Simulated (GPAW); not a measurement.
# A Mo chain with a Pd atom on top of one atom: transmission at several levels

Aim: T(E), conductance and thermopower of a Mo chain with a Pd atom on top of one atom, and what cheaper settings cost in accuracy.

Program: GPAW 26.7.0. Level of theory: GPAW LCAO, PAW setups; Landauer transmission from Green's functions with principal layers (ASE), zero bias. Results are calculated unless marked as measured.

### 1. Set-up

The cell holds 16 atoms: 15 Mo and 1 Pd. Its edges and angles: a = 9.000 Å, b = 9.000 Å, c = 33.750 Å, α = 90.0°, β = 90.0°, γ = 90.0°. Regions: left lead, 7 atoms (7 Mo); channel, 2 atoms (1 Mo and 1 Pd); right lead, 7 atoms (7 Mo). Vacuum lies along a and b. The structure is stacked along c, and the current runs across the ab planes.

### 2. GPAW, dzp

The script solves lead and junction separately, takes H and S in the orbital basis, and joins semi-infinite leads through their self-energies; the dzp basis is the working standard.

Contents of run.py:

```python
import json
import numpy as np
from ase import Atoms
from ase.transport.calculators import TransportCalculator
from gpaw import GPAW, FermiDirac
from gpaw.lcao.tools import get_lcao_hamiltonian
from scipy.linalg import eigh

# The junction with lead layers at both ends, along the third cell vector
device = Atoms(
    ['Mo', 'Mo', 'Mo', 'Mo', 'Mo', 'Mo', 'Mo', 'Mo', 'Pd', 'Mo', 'Mo', 'Mo', 'Mo', 'Mo', 'Mo', 'Mo'],
    positions=[
        [4.50000, 4.50000, 1.12500],
        [4.50000, 4.50000, 3.37500],
        [4.50000, 4.50000, 5.62500],
        [4.50000, 4.50000, 7.87500],
        [4.50000, 4.50000, 10.12500],
        [4.50000, 4.50000, 12.37500],
        [4.50000, 4.50000, 14.62500],
        [4.50000, 4.50000, 16.87500],
        [6.77140, 4.50000, 16.87500],
        [4.50000, 4.50000, 19.12500],
        [4.50000, 4.50000, 21.37500],
        [4.50000, 4.50000, 23.62500],
        [4.50000, 4.50000, 25.87500],
        [4.50000, 4.50000, 28.12500],
        [4.50000, 4.50000, 30.37500],
        [4.50000, 4.50000, 32.62500]],
    cell=[[9.0, 0.0, 0.0], [0.0, 9.0, 0.0], [0.0, 0.0, 33.75]],
    pbc=True)

# One principal layer of the lead: the first 5 atoms of the device
lead = Atoms(
    ['Mo', 'Mo', 'Mo', 'Mo', 'Mo'],
    positions=[
        [4.50000, 4.50000, 1.12500],
        [4.50000, 4.50000, 3.37500],
        [4.50000, 4.50000, 5.62500],
        [4.50000, 4.50000, 7.87500],
        [4.50000, 4.50000, 10.12500]],
    cell=[[9.0, 0.0, 0.0], [0.0, 9.0, 0.0], [0.0, 0.0, 11.25]],
    pbc=True)

settings = dict(mode='lcao', basis='dzp', xc='PBE', h=0.2,
                occupations=FermiDirac(0.1), maxiter=250,
                mixer=dict(beta=0.1, nmaxold=8, weight=100.0),
                convergence=dict(density=0.0001))
energies = np.arange(-3, 3 + 1e-9, 0.075)
eta = 0.0001
n1, n2 = 1, 1
# k and -k transmit alike, so half of the mesh across the current serves
mesh = [(i, j) for i in range(n1) for j in range(n2) if (i, j) <= (-i % n1, -j % n2)]
weights = np.array([1 if (i, j) == (-i % n1, -j % n2) else 2 for i, j in mesh]) / (n1 * n2)

# [... helper functions left out ...]
fermi_lead = ground_state(lead, (1, 1, 10), 'lead.txt')
fermi_device = ground_state(device, (1, 1, 3), 'device.txt')
# [... loop over the mesh left out, but for ...]
        # Shift the lead onto the potential of the device's first layer
        shift = ((H[:, 0, 0] - H0[:, 0, 0]) / S0[0, 0]).real.mean()
# [...]
kT = 8.617333e-5 * 300
bias = [0.1, 0.2, 0.5, 1.0, 1.5, 2.0]
# [... integrals and printing left out ...]
```

Run with:

```bash
> OMP_NUM_THREADS=1 OPENBLAS_NUM_THREADS=1 python run.py
```

The log of the run:

```text
basis functions: device 462, principal layer 145
Fermi level: lead -2.7421 eV, device -2.6492 eV; lead shifted by -0.0030 eV
largest coupling past the next layer 2.80e-05 eV, largest misfit of the first layer 0.009 eV
  E-E_F (eV)   T (one spin)  [channel counts left out]
    -3.000    2.0693e+00
    -2.925    2.1750e+00
    -2.850    2.2060e+00
    -2.775    2.2207e+00
    -2.700    2.2269e+00
    -2.625    2.2269e+00
    -2.550    2.2215e+00
    -2.475    2.2113e+00
    -2.400    2.1967e+00
    -2.325    2.1780e+00
    -2.250    2.1562e+00
    -2.175    2.1326e+00
    -2.100    2.1106e+00
    -2.025    2.1001e+00
    -1.950    2.1424e+00
    -1.875    2.0863e+00
[...]
2.475    1.9713e+00
     2.550    1.9697e+00
     2.625    1.9604e+00
     2.700    1.4495e+00
     2.775    1.9597e+00
     2.850    1.9589e+00
     2.925    1.9310e+00
     3.000    9.9641e-01
conductance at 300 K: 5.5388 G0 a cell; thermopower -0.2765 uV/K
current from the zero-bias T(E) at 0.1 V: 42.908 uA
current from the zero-bias T(E) at 0.2 V: 85.775 uA
current from the zero-bias T(E) at 0.5 V: 213.68 uA
current from the zero-bias T(E) at 1.0 V: 421.3 uA
current from the zero-bias T(E) at 1.5 V: 614.27 uA
current from the zero-bias T(E) at 2.0 V: 779.78 uA
```

Run time: 7.9 min. Hardware: 1 thread of Arm Neoverse N1, shared host; peak memory 1.5 GiB.

Numbers from this step:

| Property | Result |
| --- | --- |
| conductance | 5.539 G₀ |
| largest coupling past the next principal layer | 2.80e-5 eV |
| largest misfit of the first principal layer | 0.008843 eV |
| shift that aligns the lead | -0.003035 eV |
| basis functions of the junction | 462 |
| basis functions of a principal layer | 145 |
| transmission at the Fermi level (one spin) | 5.542 |

One spin. Transmission, zone mean against energy, zero at the Fermi level:

```
energy (eV)  transmission, zone mean
      -3.00                     2.07
      -2.77                     2.22
      -2.70                     2.23
      -2.55                     2.22
      -2.40                     2.20
      -2.17                     2.13
      -1.95                     2.14
      -1.73                     1.76
      -1.57                     1.45
      -1.35                     2.82
      -1.12                     3.20
      -0.90                     3.40
      -0.75                     4.20
      -0.53                     4.97
      -0.30                     5.34
      -0.07                     5.52
       0.00                     5.54
       0.07                     5.55
       0.15                     5.55
       0.30                     5.53
       0.53                     5.42
       0.75                     5.18
       0.90                     4.98
       1.12                     4.75
       1.35                     3.35
       1.57                     3.06
       1.73                     3.05
       1.95                     2.11
       2.17                     1.97
       2.40                     1.97
       2.55                     1.97
       2.77                     1.96
       3.00                    0.996
```

Not self-consistent under bias; the bias window is split evenly. Table of current through one cell, from the zero-bias transmission by bias:

```
bias (V)  current through one cell, from the zero-bias transmission (mA)
   0.100                                                          0.0429
   0.200                                                          0.0858
   0.500                                                           0.214
   1.000                                                           0.421
   1.500                                                           0.614
   2.000                                                           0.780
```

Transmission of the three most open eigenchannels against energy, zero at the Fermi level:

```
energy (eV)  channel 1  channel 2  channel 3
    -3.0000      0.999      0.820      0.250
    -2.7750      0.999      0.945      0.277
    -2.4750      0.998      0.956      0.258
    -2.2500      0.995      0.953      0.208
    -2.0250      0.973      0.935      0.192
    -1.7250      0.998      0.677     0.0864
    -1.5000      0.993      0.821      0.779
    -1.2750      0.997      0.980      0.674
    -0.9750      0.998      0.996      0.800
    -0.7500      0.999      0.995      0.852
    -0.5250      0.999      0.992      0.870
    -0.2250      0.999      0.991      0.929
     0.0000      0.999      0.989      0.956
     0.2250      0.999      0.985      0.975
     0.5250      0.998      0.988      0.977
     0.7500      0.997      0.993      0.976
     0.9750      0.997      0.996      0.972
     1.2750      0.999      0.995      0.965
     1.5000      0.999      0.986      0.930
     1.7250      0.999      0.947      0.888
     2.0250      0.999      0.963     2.0e-5
     2.2500      0.999      0.972     2.0e-5
     2.4750      0.998      0.973     2.0e-5
     2.7750      0.992      0.968     2.4e-5
     3.0000      0.996     2.2e-5     2.1e-5
```

Couplings past the next layer reach 2.8e-5 eV, small enough to drop; the matrix elements of the cell's first layer differ from the bulk lead's by up to 0.0088 eV. That layer keeps its own values in the calculation, and only beyond it is the lead taken as perfect. The Fermi levels of lead and junction count from different zeros of potential, one for each periodic cell; with both set to zero, the small remaining shift is what aligns them. By hand: G = 5.539 × 77.48 μS = 429 μS, a resistance of 2.33 kΩ; at 0.1 V a linear junction would pass 42.9 μA, and the integral over the bias window gives 42.9 μA.

### 3. GPAW, szp: basis = "szp(dzp)"

One radial function a shell plus polarisation makes the matrices smaller; the question is what that costs.

run.py, as its differences from that of step 2:

```diff
@@ -43,3 +43,3 @@
 
-settings = dict(mode='lcao', basis='dzp', xc='PBE', h=0.2,
+settings = dict(mode='lcao', basis='szp(dzp)', xc='PBE', h=0.2,
                 occupations=FermiDirac(0.1), maxiter=250,
```

The log of the run:

```text
basis functions: device 255, principal layer 80
Fermi level: lead -2.9192 eV, device -2.8385 eV; lead shifted by -0.0012 eV
largest coupling past the next layer 2.79e-05 eV, largest misfit of the first layer 0.013 eV
  E-E_F (eV)   T (one spin)  [channel counts left out]
    -3.000    2.0864e+00
    -2.925    2.1281e+00
    -2.850    2.1495e+00
    -2.775    2.1600e+00
    -2.700    2.1624e+00
    -2.625    2.1580e+00
    -2.550    2.1476e+00
    -2.475    2.1317e+00
    -2.400    2.1107e+00
    -2.325    2.0854e+00
    -2.250    2.0566e+00
    -2.175    2.0259e+00
    -2.100    1.9974e+00
    -2.025    1.9971e+00
    -1.950    1.8966e+00
    -1.875    1.5746e+00
[...]
2.475    1.9722e+00
     2.550    1.9723e+00
     2.625    1.9720e+00
     2.700    1.9711e+00
     2.775    1.9684e+00
     2.850    1.9582e+00
     2.925    1.8119e+00
     3.000    9.6654e-01
conductance at 300 K: 5.623 G0 a cell; thermopower -0.3497 uV/K
current from the zero-bias T(E) at 0.1 V: 43.562 uA
current from the zero-bias T(E) at 0.2 V: 87.097 uA
current from the zero-bias T(E) at 0.5 V: 217.23 uA
current from the zero-bias T(E) at 1.0 V: 429.97 uA
current from the zero-bias T(E) at 1.5 V: 629.82 uA
current from the zero-bias T(E) at 2.0 V: 802.78 uA
```

The job ended after 4.7 min (1 thread; peak memory 1.4 GiB).

Numbers from this step:

- conductance: 5.623 G₀
- largest coupling past the next principal layer: 2.79e-5 eV
- largest misfit of the first principal layer: 0.01267 eV
- shift that aligns the lead: -0.001169 eV
- basis functions of the junction: 255
- basis functions of a principal layer: 80
- transmission at the Fermi level (one spin): 5.625

One spin. The transmission, zone mean by energy, zero at the Fermi level:

energy (eV), transmission, zone mean and a bar from the least value:
```
    -3.00       2.09 #######
    -2.77       2.16 ########
    -2.55       2.15 ########
    -2.40       2.11 #######
    -2.17       2.03 #######
    -1.95       1.90 ######
    -1.73       1.80 #####
    -1.57       2.10 #######
    -1.35       2.64 ###########
    -1.12       3.22 ##############
    -0.90       3.45 ################
    -0.75       4.26 #####################
    -0.53       5.11 ###########################
    -0.30       5.45 #############################
    -0.07       5.60 ##############################
     0.00       5.63 ##############################
     0.07       5.64 ##############################
     0.23       5.65 ##############################
     0.30       5.65 ##############################
     0.53       5.61 ##############################
     0.75       5.47 #############################
     0.90       5.32 ############################
     1.12       5.00 ##########################
     1.35       3.29 ###############
     1.57       2.97 #############
     1.73       3.04 #############
     1.95       3.09 ##############
     2.17       2.46 ##########
     2.40       1.97 ######
     2.55       1.97 ######
     2.77       1.97 ######
     3.00       0.97
```

Not self-consistent under bias; the bias window is split evenly. The current through one cell, from the zero-bias transmission by bias:

```
bias (V)  current through one cell, from the zero-bias transmission (mA)
   0.100                                                          0.0436
   0.200                                                          0.0871
   0.500                                                           0.217
   1.000                                                           0.430
   1.500                                                           0.630
   2.000                                                           0.803
```

Transmission of the three most open eigenchannels against energy, zero at the Fermi level:

```
energy (eV)  channel 1  channel 2  channel 3
      -3.00      0.999      0.895      0.193
      -2.85      0.999      0.934      0.217
      -2.70      0.999      0.945      0.218
      -2.55      0.998      0.949      0.201
      -2.33      0.996      0.943      0.147
      -2.17      0.988      0.925      0.112
      -2.02      0.864      0.857      0.276
      -1.88      0.970      0.478      0.126
      -1.73      0.994      0.630      0.179
      -1.57      0.998      0.950      0.156
      -1.35      0.998      0.991      0.646
      -1.20      0.999      0.996      0.755
      -1.05      0.999      0.998      0.821
      -0.90      0.999      0.998      0.861
      -0.75      0.999      0.996      0.896
      -0.60      0.999      0.995      0.911
      -0.38      0.999      0.994      0.930
      -0.23      0.999      0.993      0.945
      -0.07      0.999      0.992      0.959
       0.00      0.999      0.991      0.966
       0.07      0.999      0.991      0.971
       0.23      0.998      0.988      0.979
       0.38      0.998      0.985      0.984
       0.60      0.997      0.990      0.980
       0.75      0.997      0.993      0.980
       0.90      0.997      0.994      0.977
       1.05      0.997      0.995      0.981
       1.20      0.998      0.994      0.986
       1.35      0.999      0.998      0.896
       1.57      0.999      0.997      0.964
       1.73      0.999      0.993      0.963
       1.88      0.999      0.977      0.961
       2.02      0.999      0.960      0.905
       2.17      0.999      0.962      0.418
       2.33      0.999      0.971     2.3e-5
       2.55      0.999      0.973     2.4e-5
       2.70      0.998      0.973     2.3e-5
       2.85      0.992      0.967     2.2e-5
       3.00      0.963    0.00382     3.3e-5
```

The conductance, 5.62 G₀, lies 1.5 % above that of the dzp run.

### 4. GPAW, sz: basis = "sz(dzp)"

The minimal basis is the cheapest rung: no second zeta and no polarisation.

run.py, as its differences from that of step 3:

```diff
@@ -43,3 +43,3 @@
 
-settings = dict(mode='lcao', basis='szp(dzp)', xc='PBE', h=0.2,
+settings = dict(mode='lcao', basis='sz(dzp)', xc='PBE', h=0.2,
                 occupations=FermiDirac(0.1), maxiter=250,
```

The log of the run:

```text
basis functions: device 207, principal layer 65
Fermi level: lead -2.9953 eV, device -2.9132 eV; lead shifted by -0.0028 eV
largest coupling past the next layer 2.78e-05 eV, largest misfit of the first layer 0.012 eV
  E-E_F (eV)   T (one spin)  [channel counts left out]
    -3.000    2.0980e+00
    -2.925    2.1356e+00
    -2.850    2.1555e+00
[...]
2.925    1.9243e+00
     3.000    9.7971e-01
conductance at 300 K: 5.6272 G0 a cell; thermopower -0.4453 uV/K
current from the zero-bias T(E) at 0.1 V: 43.595 uA
current from the zero-bias T(E) at 0.2 V: 87.165 uA
current from the zero-bias T(E) at 0.5 V: 217.43 uA
current from the zero-bias T(E) at 1.0 V: 430.66 uA
current from the zero-bias T(E) at 1.5 V: 631.62 uA
current from the zero-bias T(E) at 2.0 V: 806.53 uA
```

Elapsed: 3.7 min, on 1 thread; peak memory 1.3 GiB.

Numbers from this step:

```
conductance                                    : 5.627 G₀
largest coupling past the next principal layer : 2.78e-5 eV
largest misfit of the first principal layer    : 0.01159 eV
shift that aligns the lead                     : -0.002778 eV
basis functions of the junction                : 207
basis functions of a principal layer           : 65
transmission at the Fermi level (one spin)     : 5.629
```

One spin. Transmission, zone mean against energy, zero at the Fermi level:

```
energy (eV)  transmission, zone mean
      -3.00                     2.10
      -2.85                     2.16
      -2.70                     2.17
      -2.55                     2.15
      -2.33                     2.09
      -2.17                     2.03
      -2.02                     1.98
      -1.88                     1.57
      -1.73                     1.78
      -1.57                     2.06
      -1.35                     2.63
      -1.20                     3.02
      -1.05                     3.28
      -0.90                     3.42
      -0.75                     4.27
      -0.60                     4.91
      -0.38                     5.35
      -0.23                     5.51
      -0.07                     5.60
       0.00                     5.63
       0.07                     5.65
       0.23                     5.68
       0.30                     5.68
       0.38                     5.68
       0.60                     5.64
       0.75                     5.56
       0.90                     5.45
       1.05                     5.29
       1.20                     4.99
       1.35                     3.37
       1.57                     2.98
       1.73                     2.99
       1.88                     3.08
       2.02                     3.15
       2.17                     3.12
       2.33                     2.74
       2.55                     1.97
       2.70                     1.97
       2.85                     1.96
       3.00                    0.980
```

The conductance, 5.63 G₀, lies 1.6 % above that of the dzp run.

### 5. LDA in the dzp basis: xc = "LDA"

Back in the dzp basis, the functional changes from PBE to LDA, to set the spread between functionals beside that between bases.

run.py, as its differences from that of step 4:

```diff
@@ -43,3 +43,3 @@
 
-settings = dict(mode='lcao', basis='sz(dzp)', xc='PBE', h=0.2,
+settings = dict(mode='lcao', basis='dzp', xc='LDA', h=0.2,
                 occupations=FermiDirac(0.1), maxiter=250,
```

The log of the run:

```text
basis functions: device 462, principal layer 145
Fermi level: lead -2.9955 eV, device -2.9076 eV; lead shifted by -0.0028 eV
largest coupling past the next layer 2.75e-05 eV, largest misfit of the first layer 0.010 eV
  E-E_F (eV)   T (one spin)  [channel counts left out]
    -3.000    2.0951e+00
    -2.925    2.1775e+00
    -2.850    2.2068e+00
[...]
2.925    1.7141e+00
     3.000    9.9762e-01
conductance at 300 K: 5.5361 G0 a cell; thermopower -0.2168 uV/K
current from the zero-bias T(E) at 0.1 V: 42.886 uA
current from the zero-bias T(E) at 0.2 V: 85.728 uA
current from the zero-bias T(E) at 0.5 V: 213.47 uA
current from the zero-bias T(E) at 1.0 V: 420.34 uA
current from the zero-bias T(E) at 1.5 V: 611.57 uA
current from the zero-bias T(E) at 2.0 V: 775.7 uA
```

Run time: 7.3 min. Hardware: 1 thread; peak memory 1.5 GiB.

Numbers from this step:

```
conductance                                    : 5.536 G₀
largest coupling past the next principal layer : 2.75e-5 eV
largest misfit of the first principal layer    : 0.009553 eV
shift that aligns the lead                     : -0.002829 eV
basis functions of the junction                : 462
basis functions of a principal layer           : 145
transmission at the Fermi level (one spin)     : 5.540
```

One spin. Table of transmission, zone mean by energy, zero at the Fermi level:

```
energy (eV)  transmission, zone mean
    -3.0000                     2.10
    -2.7750                     2.22
    -2.4750                     2.22
    -2.2500                     2.17
    -2.0250                     2.14
    -1.7250                     1.80
    -1.5000                     2.18
    -1.2750                     2.97
    -0.9750                     3.33
    -0.7500                     4.12
    -0.5250                     4.95
    -0.2250                     5.43
     0.0000                     5.54
     0.0750                     5.54
     0.2250                     5.53
     0.5250                     5.37
     0.7500                     5.12
     0.9750                     4.85
     1.2750                     4.65
     1.5000                     2.99
     1.7250                     3.07
     2.0250                     1.96
     2.2500                     1.97
     2.4750                     1.97
     2.7750                     1.92
     3.0000                    0.998
```

The conductance equals that of the dzp run to 0.2 %.

### 6. Cost and result by level

Times are for 1 thread of Arm Neoverse N1, shared host. The series side by side:

```
no.      run  conductance (G₀)     time  memory (GiB)
  1      dzp             5.539  7.9 min           1.5
  2      szp             5.623  4.7 min           1.4
  3       sz             5.627  3.7 min           1.3
  4  dzp LDA             5.536  7.3 min           1.5
```

(Part 1 of 2 ends here.)

[Logs are printed without paths, hosts, clocks, repeated set-up lines and the standing remarks that a program may print on its own settings, such as how far it seeks lower states.]

[Hosts, paths, dates, database ids (printed as entryN), source tags and the programs' standing remarks are cut or masked in the printed files.]
